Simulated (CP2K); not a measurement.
Two runs for the O K edge of 2-acetylpyridine. Run A: CP2K XAS_TDP, all-electron GAPW, PBEh(45%), aug-cc-pVDZ, TDA, no relativity. Run B has a fault in its input.

First lines with a strength over 0.0015. A:

| atom | energy (eV) | states | strength, one atom |
| --- | --- | --- | --- |
| O3 (bonded to C) | 526.13 | 1 | 0.0413 |
|  | 531.54 | 1 | 0.0035 |
|  | 534.63 | 2 | 0.0016 |
|  | 535.07 | 1 | 0.0039 |
|  | 535.31 | 1 | 0.0018 |

B:

| atom | energy (eV) | states | strength, one atom |
| --- | --- | --- | --- |
| O3 (bonded to C) | 531.76 | 1 | 0.0102 |
|  | 534.56 | 1 | 0.0092 |

What went wrong in run B?

Exact exchange is left out of the kernel though the ground state has it (exact exchange in the kernel to 0). Against PBEh(45%) in aug-cc-pVDZ, the leading line moves by +5.63 eV, to 531.76 eV; the strength of O3's goes from 0.0413 to 0.0102, so the two may not be the same state. The next line of O3 over the strength cut lies 2.80 eV higher, against 5.41. Another fault could leave a like mark.

[Hosts, paths, dates, database ids (printed as entryN), source tags and the programs' standing remarks are cut or masked in the printed files.]
